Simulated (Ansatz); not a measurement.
# MnO (Manganosite, Fm-3m): phonons and vibrational spectra, part 3 of 3

How does MnO (Manganosite, Fm-3m) vibrate, and is this structure a minimum?

Ansatz 0.2.0; DFT PBE+U, scalar-relativistic, plane waves, PAW.

So far. Step 5 (The orders compared): The start carried on is the antiferromagnetic, q = (0.5, 0.5, 0.5) one. Step 7 (Relaxing to small forces for the phonons): The forces vanish by symmetry and the pressure is 0.002 GPa, within the tolerances set. The cell now holds 11.46 Å³/atom. Within 0.01 Å the structure now has space group R-3m, not the Fm-3m of the start. The relaxed cell has a = 3.209, c = 7.711 Å (conventional setting).

## Step 8: Linear response at the zone centre

The zone centre is the only wavevector solved here; it holds the modes that light can see, as far as symmetry allows. The response to a homogeneous field gives the Born charges and the dielectric tensor.

Input file input.yaml:

```yaml
crystal:
  lattice:
    - [2.2692653861, 0.0, -2.2692653861]
    - [2.2692653861, -2.2692653861, 0.0]
    - [-2.2116135619, -2.2116135619, -4.4808789479]
  atoms:
    - { symbol: Mn, position: [0.0, 0.5, 0.5], spin: -4.7 }
    - { symbol: Mn, position: [0.0, 0.0, 0.0], spin: 4.7 }
    - { symbol: O, position: [0.5, 0.25, 0.75] }
    - { symbol: O, position: [0.5, 0.75, 0.25] }
kpoints:
  mp_grid: { grid: [12, 12, 12] }
hamiltonian:
  xc: pbe
  hubbard: { sites: [{ species: Mn, l: d, u_eff: 3.9 }] }
scf:
  occupations: { method: gaussian, width: 0.02 }
  convergence: { dr2_threshold: 1.0e-10 }
output:
  eigenvalues: true
  populations: true
magnetization:
  spin_polarized: true
phonons:
  method: dfpt
  dielectric: true
  rigid_motions: translations
```

Command:

```console
> ansatz run input.yaml --threads 4 --pin off --max-ram 7168MiB --backend cpu --events-out ev --progress --plain --runs-dir out
```

Numbers of over 12 decimals in the logs are rounded to 6 here.

Output:

```text
[...]
Crystal: 4 atoms, lattice volume = 45.852 Å³
Basis set: ecut = 420 eV, 911 PW (Γ), exchange–correlation on 80×80×80 points (8 copies of the dense FFT grid, shifted against one another)
Bands: 31, of which v1, the nominal top of the filled ones, is band 21 counted from 1 (20 counted from 0)
Symmetry: 12 space group operations
[...]
k-points: 189 of 1728
[...]
Starting moments: Σ|m| = 9.4 μB on 2 of 4 sites
[...]
SCF 1 converged in 13 iterations: F = -8931.263642 eV  dr2 = 5.52e-12
[...]
a single point of the input's cell can leave the moments in the input for a lower state (scf.lower_state_search): this run first made a single point of its cell. This run's own SCFs start from the density of the state that the single point found, with the moments in the input. The single point stayed on the moments in the input.
k-points: 476 of 1728 (irreducible under 2 space group operations, time reversal used)
[...]
Stability of the state it starts from, as read at its close in the collinear treatment: not read negative (Ritz values of 1 − χ₀K, real part plus size of imaginary part, from 0.88 to 0.98, by its mixing steps under the symmetry group of the SCF that read it); its run was given moments
[...]
SCF iter   2: F=-8931.263642 eV  HF=-8931.263642 eV  |F-HF|=3.64e-12  |Δ(HF+E_count)|=  5.28e-10  Δρ=1.64e-7 (↑1.64e-7 ↓1.64e-7)  dr2=6.45e-12  dr2_m=9.16e-12  M=0.000 μB ∫|m|=9.498 μB  ethr=1.00e-12  ⟨swp⟩=6.9  Hψ=63859  notcnv=0
SCF 2 converged in 2 iterations: F = -8931.263642 eV  dr2 = 6.45e-12
NSCF: frozen V_eff on 5 k-points
DFPT response loops at Γ: preconditioner auto → Resta (q_TF=auto, 2.689 Å⁻¹)  ε∞=6.1 (no band partly filled); β = 1.00, the filter's whole step (`scf.mixing.beta` (0.30) is not read by the response loops at its default; to damp them type it under 1.00, their step now; it binds the ground state too); Broyden in place of MSR1
── the response to a field inside a basis, on 12×12×12 k-points: an SCF that follows is theirs, and a resumed run solves both again ──
Bands: 22, of which v1, the nominal top of the filled ones, is band 21 counted from 1 (20 counted from 0)
k-points: 474 of 1728 (irreducible under 4 space group operations)
[...]
Eigensolver: Dense (948 Hₖ)
SCF iter   1: F=—  HF=-8931.257826 eV  |F-HF|=—  |Δ(HF+E_count)|=         —  Δρ=3.00e-4 (↑3.00e-4 ↓3.00e-4)  dr2=2.39e-5  dr2_m=9.89e-6  M=0.000 μB ∫|m|=9.497 μB  β_m=0.30  ethr=1.00e-1
[...]
SCF iter   7: F=-8931.257840 eV  HF=-8931.257840 eV  |F-HF|=1.82e-11  |Δ(HF+E_count)|=  4.33e-10  Δρ=1.66e-7 (↑1.66e-7 ↓1.66e-7)  dr2=5.45e-12  dr2_m=7.65e-12  M=0.000 μB ∫|m|=9.498 μB  ethr=2.51e-12
SCF 1 converged in 7 iterations: F = -8931.257840 eV  dr2 = 5.45e-12
[...]
SCF converged after 2 iterations
Magnetization: 0.0000 μB (21.0000 up, 21.0000 down)
Absolute magnetization: 9.4987 μB (∫|ρ↑−ρ↓|, with the PAW one-centre terms)
[...]
Per-site moments (μB) at R_I (Å): [(-4.272538, 0.930165), (4.272538, 0.930165), (6.900267041267097e-18, 0.930165), (3.1750518419638453e-18, 0.930165)]
Free energy (F): -8931.263642 eV
[...]
Internal energy: -8931.263642 eV  (E = F + TS)
E sigma→0 (E₀):  -8931.263642 eV
Fermi energy:    11.840672 eV
[...]
--- Band table (eV; the first three rows and the last of 952) ---
  k-point 0 ↑: bands = [... 17 lower, 9.5143, 9.6275, 10.4489, 10.4489, 12.6381, 15.7982, 15.8372, 15.8372, ... 6 higher]
  k-point 1 ↑: bands = [... 17 lower, 9.4529, 9.5150, 10.5087, 10.5087, 12.7796, 15.7510, 15.8335, 15.8335, ... 6 higher]
  k-point 2 ↑: bands = [... 17 lower, 9.3104, 9.3104, 10.6456, 10.6456, 13.1420, 15.6379, 15.8233, 15.8233, ... 6 higher]
  k-point 475 ↓: bands = [... 17 lower, 8.6063, 8.7337, 10.6555, 10.7509, 15.1325, 16.4829, 16.5775, 16.5779, ... 6 higher]
Occupation matrices written to <dir>
--- Phonons (Γ-DFPT): 3 representative perturbations + reference, on 476 of 1728 k-points (Σ response iterations 36) ---
  k mesh reduced under 2 symmetry operations, with k and −k counted as one. Each operation leaves every solved perturbation unchanged. A smaller set is not considered because the run has a Hubbard term
  ASR residual: 1.206e-4 → 0.000e0 eV/Å²; symmetrization residual: 7.191e-7 eV/Å²
  ASR residual per site (eV/Å²): 3.86e-5 3.86e-5 1.21e-4 1.21e-4
  Γ frequencies (cm⁻¹): 0.00 0.00 0.00 126.45 126.45 217.30 217.30 226.43 226.43 252.85 285.08 463.80
  ε∞ (high-frequency dielectric tensor):
        5.113900    -0.021217    -0.021217
       -0.021217     5.113900    -0.021217
       -0.021217    -0.021217     5.113900
  ε⁰ (static dielectric tensor: ions relaxed, cell fixed):
       24.754687    -2.523228    -2.523228
       -2.523228    24.754687    -2.523228
       -2.523228    -2.523228    24.754687
  ε⁰ − ε∞ (ionic part):
       19.640786    -2.502011    -2.502011
       -2.502011    19.640786    -2.502011
       -2.502011    -2.502011    19.640786
  softest optical mode at Γ: 126.45 cm⁻¹; the repairs (sum rule, projections) moved no ω² at Γ by more than (1.49 cm⁻¹)²
  Born effective charges Z* (e; rows j = field, columns β = displacement):
    site 0:
         2.41263   -0.04418   -0.04418
        -0.04418    2.41263   -0.04418
        -0.04418   -0.04418    2.41263
    site 1:
         2.41263   -0.04418   -0.04418
        -0.04418    2.41263   -0.04418
        -0.04418   -0.04418    2.41263
    site 2:
        -2.41263    0.04418    0.04418
         0.04418   -2.41263    0.04418
         0.04418    0.04418   -2.41263
    site 3:
        -2.41263    0.04418    0.04418
         0.04418   -2.41263    0.04418
         0.04418    0.04418   -2.41263
  Z* charge neutrality: 2.768e-3 e pre-enforcement
  solved inside a basis spanned on kpoints, on 12×12×12 k-points, its susceptibility summed on 18×16×12: ε∞ is read to err by 1.3e-2, Z* by 1.6e-2 e (field_mesh: kpoints solves on kpoints); Z* is corrected for what the basis lacks
  optical modes at Γ without the LO–TO term, one row a degenerate level:
      ω (cm⁻¹)  modes    IR ((D/Å)²/amu)
        126.45      2             0.0000
        217.30      2            44.9542
        226.43      2             0.0000
        252.85      1            20.1175
        285.08      1             0.0000
        463.80      1             0.0000
  optical modes at Γ + LO–TO along q̂ = [1.0000, 0.0000, 0.0000]:
      ω (cm⁻¹)  modes    IR ((D/Å)²/amu)
        126.45      2             0.0000
        217.30      1            22.4771
        226.43      2             0.0000
        241.77      1            20.9364
        285.08      1             0.0000
        463.80      1             0.0000
        499.99      1            21.6582
  optical modes at Γ + LO–TO along q̂ = [0.0000, 1.0000, 0.0000]:
      ω (cm⁻¹)  modes    IR ((D/Å)²/amu)
        126.45      2             0.0000
        217.30      1            22.4771
        226.43      2             0.0000
        241.77      1            20.9364
        285.08      1             0.0000
        463.80      1             0.0000
        499.99      1            21.6582
  optical modes at Γ + LO–TO along q̂ = [0.0000, 0.0000, 1.0000]:
      ω (cm⁻¹)  modes    IR ((D/Å)²/amu)
        126.45      2             0.0000
        217.30      1            22.4771
        226.43      2             0.0000
        241.77      1            20.9364
        285.08      1             0.0000
        463.80      1             0.0000
        499.99      1            21.6582
--- Löwdin populations: 4 sites ---
  site symbol       q [e]    m [muB]
     0     Mn     13.7556    -4.7107
     1     Mn     13.7556     4.7107
     2      O      7.1174    -0.0000
     3      O      7.1174    -0.0000
  spilling = 0.006048 (of n_electrons = 42.000000)
```

Run time: 12 min. Hardware: 4 threads of Arm Neoverse V2, shared host; peak memory 6.3 GiB.

This step gave:

| Property | Result |
| --- | --- |
| site moments | -4.273, 4.273, 6.90e-18, 3.18e-18 μB |
| sum-rule residual before enforcement | 1.21e-4 eV/Å² |
| miss of the charge sum rule | 0.002768 e |
| estimated error of the dielectric tensor | 0.01350 |
| estimated error of the Born charges | 0.01640 e |
| highest optical mode at the zone centre (no LO-TO term) | 463.8 cm⁻¹ |
| lowest optical zone-centre mode | 126.5 cm⁻¹ |
| mean high-frequency dielectric constant | 5.114 |
| largest Born charge (third of the trace) | 2.413 e |
| mean static dielectric constant | 24.75 |
| top of the zone-centre spectrum with the field | 500.0 cm⁻¹ |

Without the LO-TO term. Patterns of degenerate modes are one choice out of their space. The modes at Γ (shares of kinetic energy by element, %):

```
mode  frequency (cm⁻¹)  Mn %  O %
   1               0.0    77   23
   2               0.0    77   23
   3               0.0    77   23
   4             126.5   100    0
   5             126.5   100    0
   6             217.3    23   77
   7             217.3    23   77
   8             226.4     0  100
   9             226.4     0  100
  10             252.8    23   77
  11             285.1   100    0
  12             463.8     0  100
```

Displacements in mode 4 (126.5 cm⁻¹), the largest set to 1:
```
Mn1  0.03 -1.00  0.97
Mn2 -0.03  1.00 -0.97
O3   0.00  0.00  0.00
O4   0.00  0.00  0.00
```

Displacements in mode 9 (226.4 cm⁻¹), the largest set to 1:
```
Mn1  0.00  0.00  0.00
Mn2  0.00  0.00  0.00
O3  -0.15  1.00 -0.85
O4   0.15 -1.00  0.85
```

Optical modes at the zone centre, without and with the macroscopic field of the longitudinal modes; each column is sorted by frequency, so a row need not hold one and the same mode. Modes with and without the field, by row:

```
rank among optical modes  no field (cm⁻¹)  q along (1, 0, 0) (cm⁻¹)
                       1            126.5                     126.5
                       2            126.5                     126.5
                       3            217.3                     217.3
                       4            217.3                     226.4
                       5            226.4                     226.4
                       6            226.4                     241.8
                       7            252.8                     285.1
                       8            285.1                     463.8
                       9            463.8                       500
```

Born charge (rows field, columns displacement) (e), principal values of the symmetric part by kind of site:

```
atom  atoms with these values    low  middle   high   mean
 Mn1                        2   2.32    2.46   2.46   2.41
  O3                        2  -2.46   -2.46  -2.32  -2.41
```

In full for O3:

```
-2.41  0.04  0.04
 0.04 -2.41  0.04
 0.04  0.04 -2.41
```

High-frequency dielectric tensor:

```
 5.11 -0.02 -0.02
-0.02  5.11 -0.02
-0.02 -0.02  5.11
```

Static dielectric tensor (ions relaxed, fixed cell):

```
24.75 -2.52 -2.52
-2.52 24.75 -2.52
-2.52 -2.52 24.75
```

Transverse modes. Infrared lines, with heights relative to the strongest:

```
position (cm⁻¹)  relative intensity
            126                 0.0
            217                 100
            226                 0.0
            253                  45
            285                 0.0
            464                 0.0
```

Before it was imposed, the acoustic sum rule was missed by 1.2e-4 eV/Å² and the charge sum rule by 0.0028 e. Small misses are needed for a sound result but don't prove that mesh and cutoff are converged. The lowest optical mode is real, 126 cm⁻¹.

## Step 9: Finite displacements in a supercell

Finite displacements in a 2×2×2 supercell give force constants from forces alone. They are exact at the wavevectors that the supercell holds, where they check the linear-response result.

input.yaml, the sections that differ from step 8:

```yaml
scf:
  occupations: { method: gaussian, width: 0.02 }
output:
  eigenvalues: true
phonons:
  method: fd
  supercell: [2, 2, 2]
  temperatures: { t_max: 1000, t_step: 50 }
  qpath:
    path:
      - [[0.0, 0.0, 0.0], [0.0, 0.0, -1.0], [0.49346237, 0.24673119, -0.75326881]]
      - [[0.75326881, 0.50653763, 0.0], [0.5, 0.0, 0.0], [0.0, 0.0, 0.0], [0.75326881, 0.37663441, 0.37663441]]
      - [[0.62336559, 0.37663441, -0.37663441], [0.5, 0.5, -0.5], [0.0, 0.0, 0.0]]
    npoints: 10
  non_analytic_term:
    high_frequency_dielectric_tensor:
      - [5.1139, -0.0212, -0.0212]
      - [-0.0212, 5.1139, -0.0212]
      - [-0.0212, -0.0212, 5.1139]
    born_effective_charges:
      - { species: Mn, tensor: [[2.4126, -0.0442, -0.0442], [-0.0442, 2.4126, -0.0442], [-0.0442, -0.0442, 2.4126]] }
      - { species: Mn, tensor: [[2.4126, -0.0442, -0.0442], [-0.0442, 2.4126, -0.0442], [-0.0442, -0.0442, 2.4126]] }
      - { species: O, tensor: [[-2.4126, 0.0442, 0.0442], [0.0442, -2.4126, 0.0442], [0.0442, 0.0442, -2.4126]] }
      - { species: O, tensor: [[-2.4126, 0.0442, 0.0442], [0.0442, -2.4126, 0.0442], [0.0442, 0.0442, -2.4126]] }
    source: "zone-centre run at this cell"
# crystal, kpoints, hamiltonian, magnetization: as in step 8
```

Output:

```text
Warning: phonons: the dynamical matrix that this run interpolates holds no multipole term above the dipole-dipole one, and a site of this crystal is no centre of inversion, so its interpolated transverse optical and acoustic branches and sound speeds can stay off near Gamma, and the density of states and the thermodynamics with them. What a run solves at a wave vector of phonons.qpoints, Gamma apart, where the deck admits one, is free of this, and under fd what a larger phonons.supercell samples
Mn: projections on atomic orbitals take those of the free atom [Ne] 3s2 3p6 3d5 4s2, of charge +0.00 (hamiltonian.pseudopotentials.projection_atoms); the dataset's partial waves leave at most 9.0e-7 of an orbital's norm unspanned inside its sphere
O: projections on atomic orbitals take those of the free atom [He] 2s2 2p4, of charge +0.00 (hamiltonian.pseudopotentials.projection_atoms); the dataset's partial waves leave at most 1.9e-8 of an orbital's norm unspanned inside its sphere
Engine: ansatz 0.2.0, aarch64-unknown-linux-gnu
Pseudopotentials: kind: paw
Pseudopotential: Mn, paw, valence charge 15, recommended cutoff 420 eV (normal), Mn.paw.azcp
Pseudopotential: O, paw, valence charge 6, recommended cutoff 420 eV (normal), O.paw.azcp
Functional definition: PBE
  parameter kappa = 0.804
  parameter beta = 0.066725
  exchange = pbe_x(kappa = kappa, mu = beta*pi^2/3)
  correlation = pbe_c(beta = beta)
Error: memory limit exceeded: the `energy derivatives` phase of `displaced supercell` needs 8.00 GiB against the run's memory maximum of 7.00 GiB; largest carriers: wavefunctions 3.60 GiB, hubbard atomic tables 1.63 GiB, hubbard raw tables 1.63 GiB, unmodelled-tail allowance 0.36 GiB, non-local projections 0.35 GiB; non-local projections is the array of inner products of the pseudopotential's projectors with the orbi [...]
with nothing else changed it takes a maximum of at least 8.00 GiB, with nothing to spare, and 8.80 GiB leaves up to a tenth: --max-ram 8.80GiB where that set the maximum, else more of the term that did, and with no share typed, where 8.80 GiB is over 0.88 of the host's memory or its container's limit, a share of 0.88 or more that holds the maximum too (--max-ram-frac F), where one does; The budget is ten elevenths of [...]
```

Elapsed: 6.4 s, on 4 threads; peak memory 0.24 GiB.

The input was rejected at the start.

The program's message: “memory limit exceeded: the `energy derivatives` phase of `displaced supercell` needs 8.00 GiB against the run's memory maximum of 7.00 GiB; largest carriers: wavefunctions 3.60 GiB, hubbard atomic tab …”

## Step 10: What came out

| Quantity | Value |
| --- | --- |
| space group after relaxation (within 0.01 Å) | R-3m |
| volume per atom | 11.5 Å³ |
| gap on the k-mesh | 1.60 eV |
| highest optical mode at the zone centre (no LO-TO term) | 464 cm⁻¹ |
| top of the zone-centre spectrum with the field | 500 cm⁻¹ |
| lowest optical zone-centre mode | 126 cm⁻¹ |
| mean high-frequency dielectric constant | 5.11 |
| mean static dielectric constant | 24.8 |
| largest Born charge (third of the trace) | 2.41 e |
| imaginary modes at Γ (the only wavevector solved) | none |
| net magnetic moment of the cell as run | 0 μB |

In words: No mode at the zone centre of the cell as run is imaginary. Without the field, the optical modes at Γ span 126 to 464 cm⁻¹. The dispersion is not part of this account. The highest mode in this list at Γ, 463.8 cm⁻¹, is mostly motion of O (100 % of the kinetic energy). With the macroscopic field of the longitudinal modes the top of the zone-centre spectrum lies at 500 cm⁻¹, against 464 cm⁻¹ without it. Lattice motion raises the mean dielectric constant from 5.114 to 24.75. The strongest infrared line is at 217 cm⁻¹. The magnetic order is imposed (antiferromagnetic, q = (0.5, 0.5, 0.5), in the reciprocal basis of the primitive cell) and the runs use its cell of 4 atoms, a multiple of the chemical cell, so that Γ here also holds zone-boundary modes of the chemical cell; it can lower the symmetry of the database entry. The magnetic state is the one that the run reached from its starting moments; a lower one was not ruled out. These are harmonic frequencies at zero temperature: anharmonic shifts, linewidths and thermal expansion are left out.

[Logs are printed without paths, hosts, clocks, repeated set-up lines and the standing remarks that a program may print on its own settings, such as how far it seeks lower states.]

[Hosts, paths, dates, database ids (printed as entryN), source tags and the programs' standing remarks are cut or masked in the printed files.]
